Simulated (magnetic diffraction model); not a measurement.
## Magnetic neutron pattern of K3TbTe2S9

Space group P6_3/mmc (no. 194), a = 6.9070 Å, c = 17.2970 Å.

| site | atom | x | y | z |
| --- | --- | --- | --- | --- |
| 2a | Tb | 0 | 0 | 0 |
| 4f | Te | 1/3 | 2/3 | 0.3463 |
| 4f | K | 2/3 | 1/3 | 0.3843 |
| 2b | K | 0 | 0 | 1/4 |
| 12k | S | 0.1793 | 0.8207 | 0.4032 |
| 6h | S | 0.4670 | 0.5330 | 1/4 |

This is a made-up structure (elements placed in a structure type, unrelaxed), so the numbers test the method and describe no known phase.

Only Tb is taken to order (form factors of Tb3+); orders and moment sizes are assumed, and not adapted to the symmetry. Radiation: neutrons of λ = 2.567 Å, 3° to 60°; isotropic B of 0.17 Å² (Tb), 0.16 Å² (Te), 0.21 Å² (K) and 0.24 Å² (S). Simulated constant-wavelength pattern: nuclear and magnetic terms add, the magnetic one as |2.695 fm × Σ f S⊥ exp(2πi Q·r) exp(−B s²)|², summed over all Q at one angle with the factor 1/(sin²θ cos θ). For collinear order S is the moment m, which repeats by lattice and centring translations R with the sign exp(−2πi k·R). Free-ion form factors, Sears's scattering lengths of 1992, no absorption; a label names one of the reflections at its angle. The strongest nuclear line in the range is 100, and lines under 0.2 are left out.

Assume the order k = (0 0 1/2), collinear moments along [101], 7.31 μB on Tb; signs + at (0, 0, 0), + at (0, 0, 1/2).

Predict the pattern, nuclear and magnetic parts apart.

```csv
2θ (°),index,nuclear,magnetic
4.25,(0 0 1/2),0.0,159.7
12.78,(0 0 3/2),0.0,17.5
17.07,(0 0 2),1.7,0.0
21.38,(0 0 5/2),0.0,6.2
25.16,(1 0 1/2),0.0,174.6
26.25,(1 0 1),92.7,0.0
27.98,(1 0 3/2),0.0,117.6
30.11,(0 0 7/2),0.0,3.0
30.25,(1 0 2),57.5,0.0
32.96,(1 0 5/2),0.0,64.7
34.53,(0 0 4),8.3,0.0
39.01,(0 0 9/2),0.0,1.8
39.38,(1 0 7/2),0.0,34.4
42.97,(1 0 4),88.9,0.0
43.63,(1 1 0),100.0,0.0
43.86,(1 1 1/2),0.0,54.9
45.66,(1 1 3/2),0.0,47.2
46.77,(1 0 9/2),0.0,19.1
48.17,(0 0 11/2),0.0,1.1
49.09,(1 1 5/2),0.0,36.0
50.76,(1 0 5),4.9,0.0
51.03,(2 0 1/2),0.0,39.6
51.64,(2 0 1),4.5,0.0
52.63,(2 0 3/2),0.0,35.2
52.88,(0 0 6),6.6,0.0
53.92,(1 1 7/2),0.0,25.4
54.01,(2 0 2),5.8,0.0
54.91,(1 0 11/2),0.0,11.3
55.75,(2 0 5/2),0.0,28.4
56.80,(1 1 4),1.6,0.0
57.67,(0 0 13/2),0.0,0.8
57.82,(2 0 3),68.1,0.0
59.24,(1 0 6),0.7,0.0
59.95,(1 1 9/2),0.0,17.4
```

The strongest magnetic line in the range is (1 0 1/2) at 25.16° (174.6). On top of the Lorentz factor, which all lines share, magnetic lines fade with angle because f falls: for Tb3+ it is 0.95, 0.82, 0.66 and 0.36 at sin θ/λ = 0.1, 0.2, 0.3 and 0.5 Å⁻¹, while nuclear lengths stay constant. The order has no net moment.

[Logs are printed without paths, hosts, clocks, repeated set-up lines and the standing remarks that a program may print on its own settings, such as how far it seeks lower states.]
